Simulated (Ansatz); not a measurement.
## How Si2Ni absorbs and reflects light

Aim: the dielectric function of Si2Ni, and the optical constants that follow from it. The cell comes from an older database entry, whose edges can differ from later determinations, mostly by under a per cent.

Main program and level: Ansatz 0.2.0; DFT, PBE, plane-wave PAW, default files, scalar-relativistic, independent-particle optical response without local fields.

The database entry behind the starting cell differs from other determinations, so it need not match the best structure at room temperature.

### Step 1. Set-up

It takes space group Fm-3m (No. 225, cubic). Conventional cell: a = 5.406 Å, b = 5.406 Å, c = 5.406 Å, α = 90.00°, β = 90.00°, γ = 90.00°. Ni has 8 Si at 2.34 Å nearest. Nearest to Si lie 4 Ni at 2.34 Å. Farther neighbours, and contacts between anions beyond the nearest, are not listed.

### Step 2. Ground state and bands

First the ground state: is it a metal or has it a gap?

This step: DFT, PBE, plane-wave PAW, default files, scalar-relativistic, ground state (Ansatz 0.2.0).

input.yaml

```yaml
crystal:
  lattice:
    - [0.0, 2.703, 2.703]
    - [2.703, 0.0, 2.703]
    - [2.703, 2.703, 0.0]
  atoms:
    - { symbol: Ni, position: [0.0, 0.0, 0.0] }
    - { symbol: Si, position: [0.75, 0.75, 0.75] }
    - { symbol: Si, position: [0.25, 0.25, 0.25] }
kpoints:
  mp_grid: { grid: [7, 7, 7] }
  band_path:
    path:
      - [[0.0, 0.0, 0.0], [0.5, 0.0, 0.5], [0.5, 0.25, 0.75], [0.375, 0.375, 0.75], [0.0, 0.0, 0.0], [0.5, 0.5, 0.5], [0.625, 0.25, 0.625], [0.5, 0.25, 0.75], [0.5, 0.5, 0.5], [0.375, 0.375, 0.75]]
      - [[0.625, 0.25, 0.625], [0.5, 0.0, 0.5]]
    npoints: 6
scf:
  occupations: { method: fermi_dirac, width: 0.05 }
  n_extra_bands: 7
hamiltonian:
  xc: pbe
  pseudopotentials: { kind: paw }
output:
  forces: true
  stress: true
  populations: true
  write_bands: true
  write_density: true
  write_potential: true
  elf: true
  volumetric_format: npy
```

Command:

```console
> ansatz run input.yaml --threads 4 --pin off --max-ram 8192MiB --backend cpu --events-out ev --progress --plain --runs-dir out
```

The log of the run:

```text
scf.n_extra_bands = 7 over 13 filled bands (N_el = 26.0): the run solves 20 bands
Engine: ansatz 0.2.0, x86_64-unknown-linux-gnu
Pseudopotentials: kind: paw
Pseudopotential: Ni, paw, valence charge 18, recommended cutoff 420 eV (normal), Ni.paw.azcp
Pseudopotential: Si, paw, valence charge 4, recommended cutoff 420 eV (normal), Si.paw.azcp
Functional definition: PBE
  parameter kappa = 0.804
  parameter beta = 0.066725
  exchange = pbe_x(kappa = kappa, mu = beta*pi^2/3)
  correlation = pbe_c(beta = beta)
Crystal: 3 atoms, lattice volume = 39.497 Å³
Basis set: ecut = 420 eV, 749 PW (Γ), exchange–correlation on 54×54×54 points (8 copies of the dense FFT grid, shifted against one another)
Bands: 20, of which v1, the nominal top of the filled ones, is band 13 counted from 1 (12 counted from 0)
Symmetry: 48 space group operations
Space group: Fm-3m (ITA 225), of the structure as read, at distance tolerance 3.4e-5 Å
k-points: 20 of 343
Non-local potential: Ni, projectors of the file, l = 0: 3, l = 1: 2, l = 2: 3, l = 3: 1
Non-local potential: Si, projectors of the file, l = 0: 2, l = 1: 2, l = 2: 2
PAW form: soft (Blöchl's): semilocal exchange-correlation on the pseudo side does not see the compensation charge
PAW one-centre angular grid: Ni, 590 points (default); XC on 64 Gauss nodes
PAW one-centre angular grid: Si, 110 points (default); XC on 64 Gauss nodes
Initial density: superposition of atomic densities (neutral atoms: chi_scale 0, normalization atom), corrected by the library's trained network
Initial wavefunctions: pseudopotential atomic-orbital guess
Functional: x = pbe(κ = 0.804, μ = 0.219515), c = pbe(β = 0.066725)
SCF iter   1: F=—  HF=-7112.416730 eV  |F-HF|=—  |Δ(HF+E_count)|=         —  Δρ=1.14e-2  dr2=3.69e-2  ethr=1.77e-3  ⟨swp⟩=5.2  Hψ=2004  notcnv=0  defer=3
preconditioner: auto → Kerker (q_TF=auto, 2.545 Å⁻¹)  [metal: Δε(μ)=0.061 eV  Ē_g=10.207 eV  σ=0.050 eV  W_gap=0.29  n_scr=14 (ndim 8)  ℏωp=25.1 eV  f_vac=0.000  D(μ)=0.97/eV (n_scr^D=8)]
SCF iter   2: F=—  HF=-7112.413683 eV  |F-HF|=—  |Δ(HF+E_count)|=   3.05e-3  Δρ=3.82e-3  dr2=5.21e-3  ethr=1.42e-4  ⟨swp⟩=2.0  Hψ=656  notcnv=0  defer=29
SCF iter   3: F=—  HF=-7112.413151 eV  |F-HF|=—  |Δ(HF+E_count)|=   5.32e-4  Δρ=8.85e-4  dr2=3.78e-4  ethr=2.00e-5  ⟨swp⟩=1.0  Hψ=367  notcnv=0  defer=29
SCF iter   4: F=—  HF=-7112.413158 eV  |F-HF|=—  |Δ(HF+E_count)|=   6.66e-6  Δρ=2.62e-4  dr2=2.72e-5  ethr=1.45e-6  ⟨swp⟩=2.1  Hψ=535  notcnv=0  defer=29
SCF iter   5: F=—  HF=-7112.413171 eV  |F-HF|=—  |Δ(HF+E_count)|=   1.39e-5  Δρ=7.49e-5  dr2=3.85e-6  ethr=1.05e-7  ⟨swp⟩=2.1  Hψ=474  notcnv=0  defer=29
SCF iter   6: F=—  HF=-7112.413174 eV  |F-HF|=—  |Δ(HF+E_count)|=   2.58e-6  Δρ=2.03e-5  dr2=2.16e-7  ethr=1.48e-8  ⟨swp⟩=2.2  Hψ=538  notcnv=0  defer=29
SCF iter   7: F=-7112.413174 eV  HF=-7112.413174 eV  |F-HF|=4.40e-8  |Δ(HF+E_count)|=   5.63e-8  Δρ=1.27e-5  dr2=5.81e-8  ethr=3.85e-10  ⟨swp⟩=11.7  Hψ=2869  notcnv=0
SCF 1 converged in 7 iterations: F = -7112.413174 eV  dr2 = 5.81e-8
  greatest PAW one-centre occupation: 1.000 electrons in one spin orbital (limit 2), on the Ni atom at site 0 (counted from 0), in its partial waves of l = 1
NSCF: frozen V_eff on 62 k-points
SCF converged after 7 iterations
Free energy (F): -7112.413174 eV
Harris-Foulkes:  -7112.413174 eV  (|F-HF|=4.40e-8)
Internal energy: -7112.406259 eV  (E = F + TS)
E sigma→0 (E₀):  -7112.409717 eV
Entropy (-TS):   -0.006915 eV (-2.305 meV/atom)
Fermi energy:    13.241377 eV
--- Per-component energies (eV) ---
  E_band       = -344.304553
  E_kinetic    = 370.654272
  E_local      = -4905.526274  (includes V_loc(G=0)·N_el)
  E_nonlocal   = 679.284758
  E_hartree    = 2121.634808
  E_xc         = -199.427808
  E_vxc        = -208.700702  (∫ρ·V_xc dr)
  E_paw        = -2651.177658  (= ΣΔE_a)
  E_vpaw       = -523.264670  (= ΣTr[D̂ρ^β])
  E_aug_tail   = 0.000497  (compensation charges beyond the density's cutoff)
  E_ewald      = -2527.848854
  E_smearing   = -0.006915  (= −TS)
  E_closure    = 0.000000  (closes the sum)
  Σ components = -7112.413174   (vs F -7112.413174, Δ=0.00e0)
--- Forces (eV/Å), atoms counted from 1 ---
  atom   1  Ni    -0.00000000     0.00000000     0.00000000
  atom   2  Si    -0.00000000    -0.00000000     0.00000000
  atom   3  Si     0.00000000    -0.00000000     0.00000000
  max |Σ_I F_I| component: 3.70e-17 eV/Å
--- Stress (GPa, compression-positive) ---
        3.078759      -0.000000      -0.000000
       -0.000000       3.078759      -0.000000
       -0.000000       0.000000       3.078759
  P = ⅓ Tr σ = 3.0788 GPa (30.788 kbar)
--- Band table (eV; the first three rows and the last of 20) ---
  k-point 0: bands = [... 9 lower, 9.7714, 12.9760, 14.9993, 14.9993, 14.9993, 15.5374, 15.5374, 15.5374, ... 3 higher]
  k-point 1: bands = [... 9 lower, 9.7217, 12.1843, 13.8990, 14.0003, 14.0003, 16.2720, 16.2720, 17.3359, ... 3 higher]
  k-point 2: bands = [... 9 lower, 9.7041, 10.4681, 12.8693, 12.8693, 14.5386, 15.5712, 15.5712, 16.5290, ... 3 higher]
  k-point 19: bands = [... 9 lower, 9.4604, 9.8467, 10.2019, 10.8696, 14.5329, 16.3002, 17.8765, 19.2931, ... 3 higher]
--- Löwdin populations: 3 sites ---
  site symbol       q [e]
     0     Ni     17.4809
     1     Si      4.0768
     2     Si      4.0768
  spilling = 0.014060 (of n_electrons = 26.000000)
```

The job ended after 0.62 s (4 threads of Intel Xeon Platinum 8375C at 2.90GHz (Ice Lake), shared host; peak memory 0.56 GiB; 1.8 s of CPU time).

This run has no spin polarisation, although Ni can carry a moment.

Read from the output:

| Property | Result |
| --- | --- |
| free energy | -7112.4132 eV |
| Fermi energy | 13.24 eV |
| electrons | 26 |
| symmetry operations | 48 |
| pressure | 3.079 GPa |
| volume | 39.50 Å³ |
| gap on the path | 0 eV |

There are states at the Fermi level within the smearing, so the occupations stay smeared and the carriers get a Drude term. The cell is left with a pressure of 3.1 GPa, as it stands unrelaxed at this level.

The electronic bands at the labelled points (eV, zero at the Fermi level; # counts the bands kept):

```csv
point,#6,#7,#8,#9,#10,#11,#12,#13
Γ,-3.47,-0.27,1.76,1.76,1.76,2.30,2.30,2.30
halfway,-3.27,-1.75,-1.75,-1.67,-0.36,2.00,5.04,5.87
X,-3.56,-3.56,-3.40,-3.06,-0.36,1.45,7.75,8.34
halfway,-3.57,-3.56,-3.15,-2.67,0.31,2.41,5.06,8.39
W,-3.69,-3.56,-3.13,-2.39,2.26,2.26,4.70,5.28
halfway,-3.72,-3.43,-3.04,-2.44,0.94,3.63,3.94,6.75
K,-3.75,-3.38,-2.87,-2.59,0.25,3.69,4.72,6.40
halfway,-3.35,-2.85,-2.13,-0.01,1.81,2.28,2.38,4.79
Γ,-3.47,-0.27,1.76,1.76,1.76,2.30,2.30,2.30
halfway,-3.55,-2.42,-0.10,-0.10,1.13,2.51,2.51,3.49
L,-3.28,-3.28,-1.42,-1.42,1.82,1.86,1.86,2.65
halfway,-3.49,-3.34,-2.48,-1.96,0.69,2.99,4.03,5.39
U,-3.75,-3.38,-2.87,-2.59,0.25,3.69,4.72,6.40
halfway,-3.72,-3.43,-3.04,-2.44,0.94,3.63,3.94,6.75
W,-3.69,-3.56,-3.13,-2.39,2.26,2.26,4.70,5.28
halfway,-3.50,-3.37,-2.64,-2.07,1.29,2.15,5.39,5.58
L,-3.28,-3.28,-1.42,-1.42,1.82,1.86,1.86,2.65
halfway,-3.49,-3.34,-2.48,-1.96,0.69,2.99,4.03,5.39
K,-3.75,-3.38,-2.87,-2.59,0.25,3.69,4.72,6.40
jump to U,-3.75,-3.38,-2.87,-2.59,0.25,3.69,4.72,6.40
halfway,-3.61,-3.51,-3.05,-2.95,-0.10,1.99,6.19,7.71
X,-3.56,-3.56,-3.40,-3.06,-0.36,1.45,7.75,8.34
```

ELF in the ac plane of a cell with a along [110], b along [-110] and c along [001] of the cube at fractional y = 0.000, with atoms of Ni and Si within 0.2 Å of it. It is the smooth field of the valence electrons, not physical close to the nuclei.

Ten even steps from '0' (0.02) to '9' (0.72), each cell a mean:
```
643699863465348998435
335997995333379879733
348954697433697448953
357645477534674445764
124544454212355445532
012578752000146886410
001478741000036886200
002589742000136886310
013567653101246766421
236534356323564334653
358745488534686546864
237975796323598559942
434898984344369999534
853588853586337887337
```

Electrostatic potential energy in the ac plane of a cell with a along [110], b along [-110] and c along [001] of the cube at fractional y = 0.000, with atoms of Ni and Si within 0.2 Å of it. With pseudopotentials it is smooth inside the atoms' cores, unlike the true potential.

Ten even steps from '_' (-55 eV) to '@' (15 eV), each cell a mean:
```
__::##@@%%%%@@@@##::__..++%%@@%%%%@@%%++__
==**%%%%**++**%%%%**==++##%%##++++##%%##++
%%@@%%**::__::**%%@@%%@@@@%%==....==%%@@@@
@@@@%%++..__..++%%@@@@@@@@##--____--##@@@@
@@@@@@##--::==##@@@@@@@@@@%%++::::++%%@@@@
@@@@@@%%######@@@@@@@@@@@@@@%%####%%@@@@@@
@@@@@@@@@@@@@@@@@@@@@@@@@@@@@@@@@@@@@@@@@@
@@@@@@@@%%%%@@@@@@@@@@@@@@@@@@%%%%@@@@@@@@
@@@@@@%%**++**%%@@@@@@@@@@@@##++++##@@@@@@
@@@@@@**::__::**@@@@@@@@@@%%==....==%%@@@@
@@@@%%++..__..++%%@@@@@@@@##--____--##@@@@
##%%%%##==::==##%%%%##%%%%%%++::::++%%%%%%
::==%%%%######%%%%==::--**%%%%####%%%%**--
__..##@@@@@@@@@@**..____==%%@@@@@@@@%%==__
```

### Step 3. Spectrum

With the density converged, the vertical transitions are summed over the zone.

This step: DFT, PBE, plane-wave PAW, default files, scalar-relativistic, independent-particle optical response without local fields (Ansatz 0.2.0).

input.yaml, the sections that differ from step 2:

```yaml
kpoints:
  mp_grid: { grid: [9, 9, 9] }
scf:
  occupations: { method: fermi_dirac, width: 0.05 }
output:
  optics:
    e_range: [0, 20]
    de: 0.05
    sigma: 0.15
    drude_damping: 0.1
    nscf_kmesh: { grid: [12, 12, 12] }
    bands: { spectra_wanted_up_to: 20 }
# crystal, hamiltonian: as in step 2
```

The log of the run:

```text
[...]
Crystal: 3 atoms, lattice volume = 39.497 Å³
Basis set: ecut = 420 eV, 749 PW (Γ)
Bands: 17, of which v1, the nominal top of the filled ones, is band 13 counted from 1 (12 counted from 0)
[... 1 set-up line as in the run before ...]
[...]
k-points: 35 of 729
[...]
SCF iter   1: F=—  HF=-7112.400923 eV  |F-HF|=—  |Δ(HF+E_count)|=         —  Δρ=1.04e-2  dr2=3.09e-2  ethr=1.77e-3  ⟨swp⟩=5.3  Hψ=3060  notcnv=0
[...]
SCF iter   9: F=-7112.398070 eV  HF=-7112.398070 eV  |F-HF|=8.19e-12  |Δ(HF+E_count)|=  1.21e-10  Δρ=1.13e-7  dr2=5.32e-12  ethr=1.00e-12  ⟨swp⟩=3.7  Hψ=1758  notcnv=0
SCF 1 converged in 9 iterations: F = -7112.398070 eV  dr2 = 5.32e-12
[...]
NSCF: frozen V_eff on 72 k-points
output.optics: what the bands over the 37 summed would add to eps1, eps2 and the energy-loss function is held between a lower and an upper bound (9 Lanczos steps). eps1, eps2 and their loss function (loss_summed_bands) are given on every row as the summed bands alone make them. Along an axis, on a row where the two bounds hold the loss function to about 1 % of the greater of itself and 0.5 % of |1/eps|, its cell (loss_completed) is given, with the completed eps1 and eps2 that it is formed of (a cell that is left empty reads nan in the table and null in the record). The two bounds hold it so along every axis on all 400 rows up to 20.000 eV. [rest of the remark cut]
SCF converged after 9 iterations
Free energy (F): -7112.398070 eV
[...]
Internal energy: -7112.390378 eV  (E = F + TS)
E sigma→0 (E₀):  -7112.394224 eV
Entropy (-TS):   -0.007692 eV (-2.564 meV/atom)
Fermi energy:    13.313391 eV
[...]
--- Band table (eV; the first three rows and the last of 35) ---
  k-point 0: bands = [... 9 lower, 9.7813, 12.9787, 15.0065, 15.0065, 15.0065, 15.5374, 15.5374, 15.5374]
  k-point 1: bands = [... 9 lower, 9.7482, 12.5900, 13.8831, 14.2613, 14.2613, 16.2256, 16.2256, 17.1825]
  k-point 2: bands = [... 9 lower, 9.7006, 11.1426, 13.3685, 13.3685, 14.2324, 15.9103, 15.9103, 16.9070]
  k-point 34: bands = [... 9 lower, 9.5652, 9.8301, 10.1605, 10.8908, 15.0156, 15.8346, 17.6157, 19.2923]
```

It took 14 s on 4 threads; peak memory 1.2 GiB; 51 s of CPU time.

Read-outs:

- main peak of the optical conductivity above 1 eV, first axis: 2.742 eV
- Drude plasma energy, first axis: 5.564 eV
- bands summed: 37
- spectra valid up to: 27.32 eV
- program's estimate of the k-sum error in Im epsilon: 0.15 %
- electrons in the f-sum: 12.71

Table of Im ε, any direction by photon energy; read off at these points:

photon energy (eV), Im ε, any direction and a bar:
```
     0.50         62 ##############################
     1.00         19 #########
     1.50         12 #####
     2.00         18 #########
     2.50         28 #############
     2.70         33 ################
     3.00         22 ###########
     3.50         13 ######
     4.00         12 ######
     4.50         13 ######
     5.00         15 #######
     5.50         12 ######
     6.00         12 ######
     6.50          8 ####
     7.00          6 ###
     7.50          5 ##
     8.00          5 ##
     8.50          4 ##
     9.00          3 #
     9.50          3 #
    10.00          2 #
    10.50          2 #
    11.00          2 #
    11.50          1 #
    12.00          1 
    12.50          1 
    13.00          1 
    13.50          1 
    14.00          1 
    14.50          1 
    15.00          1 
    15.50          1 
    16.00          0 
    16.50          0 
    17.00          0 
    17.50          0 
    18.00          0 
    18.50          0 
    19.00          0 
    19.50          0 
    20.00          0
```

Re ε, any direction against photon energy:

```csv
photon energy (eV),"Re ε, any direction"
0.5,-94.1
1.0,-15.9
1.5,2.48
2.0,15.9
2.5,12.1
3.0,-7.55
3.5,-2.69
4.0,0.182
4.5,2.46
5.0,-2.19
5.5,-3.01
6.0,-4.47
6.5,-6.71
7.0,-5.49
7.5,-4.80
8.0,-4.22
8.5,-4.17
9.0,-3.69
9.5,-3.26
10.0,-2.93
10.5,-2.56
11.0,-2.18
11.5,-1.91
12.0,-1.82
12.5,-1.62
13.0,-1.42
13.5,-1.25
14.0,-1.03
14.5,-0.861
15.0,-0.707
15.5,-0.585
16.0,-0.460
16.5,-0.406
17.0,-0.327
17.5,-0.297
18.0,-0.182
18.5,-0.0864
19.0,-0.0220
19.5,0.0152
20.0,0.0744
```

The reflectivity at normal incidence, any direction by photon energy; read off at these points:

photon energy (eV), reflectivity at normal incidence, any direction (%) and a bar from the least value:
```
     0.50       89.8 ##############################
     1.00       71.8 ######################
     1.50       41.0 #########
     2.00       47.5 ############
     2.50       54.5 ###############
     2.90       63.0 ##################
     3.00       62.5 ##################
     3.50       51.6 ##############
     4.00       44.5 ##########
     4.50       43.7 ##########
     5.00       51.9 ##############
     5.50       51.3 #############
     6.00       54.3 ###############
     6.50       61.1 ##################
     7.00       59.1 #################
     7.50       58.3 ################
     8.00       56.6 ################
     8.50       59.3 #################
     9.00       59.2 #################
     9.50       59.0 #################
    10.00       59.2 #################
    10.50       59.5 #################
    11.00       57.6 ################
    11.50       54.6 ###############
    12.00       56.0 ###############
    12.50       57.5 ################
    13.00       56.0 ###############
    13.50       59.2 #################
    14.00       56.5 ################
    14.50       53.9 ###############
    15.00       51.0 #############
    15.50       48.0 ############
    16.00       43.5 ##########
    16.50       41.2 #########
    17.00       39.3 ########
    17.50       41.2 #########
    18.00       37.6 #######
    18.50       30.8 #####
    19.00       25.9 ##
    19.50       23.7 #
    20.00       20.3
```

Table of refractive index n and extinction k by photon energy:

```csv
photon energy (eV),n,k
1,2.15,4.53
2,4.47,2.02
3,2.81,3.93
4,2.43,2.40
5,2.52,2.92
6,2.03,2.93
7,1.22,2.64
8,0.999,2.28
9,0.744,2.06
10,0.595,1.81
11,0.492,1.56
12,0.456,1.42
13,0.382,1.25
14,0.309,1.06
15,0.308,0.895
16,0.330,0.754
17,0.339,0.664
18,0.312,0.529
19,0.390,0.418
20,0.428,0.330
```

Values under 1 per cm are given as 1. The absorption coefficient, any direction by photon energy:

```csv
photon energy (eV),"absorption coefficient, any direction (1/cm)"
0.500,5.2e5
1.000,4.6e5
1.500,3.3e5
2.000,4.1e5
2.500,7.6e5
3.000,1.2e6
3.500,1.0e6
4.000,9.7e5
4.500,1.1e6
5.000,1.5e6
5.500,1.6e6
6.000,1.8e6
6.500,1.9e6
7.000,1.9e6
7.500,1.9e6
8.000,1.9e6
8.500,1.9e6
9.000,1.9e6
9.500,1.9e6
10.000,1.8e6
10.500,1.8e6
11.000,1.7e6
11.500,1.7e6
12.000,1.7e6
12.500,1.7e6
13.000,1.6e6
13.500,1.6e6
14.000,1.5e6
14.500,1.4e6
15.000,1.4e6
15.500,1.3e6
16.000,1.2e6
16.500,1.2e6
17.000,1.1e6
17.500,1.1e6
18.000,9.6e5
18.500,8.6e5
19.000,8.0e5
19.500,7.6e5
20.000,6.7e5
```

From ε follow the optical constants at some laser lines:

```csv
wavelength (nm),n,k,R (%),1/α
633,4.42,1.901,46.4,26 nm
532,4.53,2.661,51.9,16 nm
405,2.63,3.748,61.4,8.6 nm
365,2.37,2.994,53.4,9.7 nm
308,2.44,2.385,44.3,10 nm
248,2.52,2.924,51.9,6.7 nm
193,1.50,3.022,61.0,5.1 nm
```

In reflection the computed colour is faintly blue: x = 0.295, y = 0.309, luminous reflectivity 51 %.

### Step 4. Outcome

```yaml
gap_on_the_path: 0 eV
main_peak_of_the_optical_conductivity_above_1_ev_first_axis: 2.74 eV
drude_plasma_energy_first_axis: 5.56 eV
```

At this level (PBE, independent particles) Si2Ni is a metal with a Drude plasma energy of 5.6 eV; it reflects 51 % at 550 nm. Along x the bare Drude plasma energy is 5.6 eV; Re ε first rises through zero at 1.41 eV, far lower, because interband transitions screen the carriers. Im ε is 13 there, so the loss peak at that energy is weak. In reflection the computed colour is faintly blue: x = 0.295, y = 0.309, luminous reflectivity 51 %. In the base run ε includes the program's bounded estimate of what the bands above those summed add. The carriers' damping of 0.1 eV is typed, not computed; at 0.8 eV the carriers give 23 % of Im ε, the rest is interband. The run has no spin polarisation; magnetic order or correlation, untested here, could change the spectrum. The Fermi-Dirac width of 0.05 eV acts as an electron temperature of 580 K in the carriers' term.

[Long decimals in the printed logs are rounded to 6 places.]

[Logs are printed without paths, hosts, clocks, repeated set-up lines and the standing remarks that a program may print on its own settings, such as how far it seeks lower states.]

[Hosts, paths, dates, database ids (printed as entryN), source tags and the programs' standing remarks are cut or masked in the printed files.]

[Where the starting crystal was built by hand or by swapping elements, it need not be the compound's stable phase.]

[The count of steps not shown may lack steps that the program refused or didn't finish.]
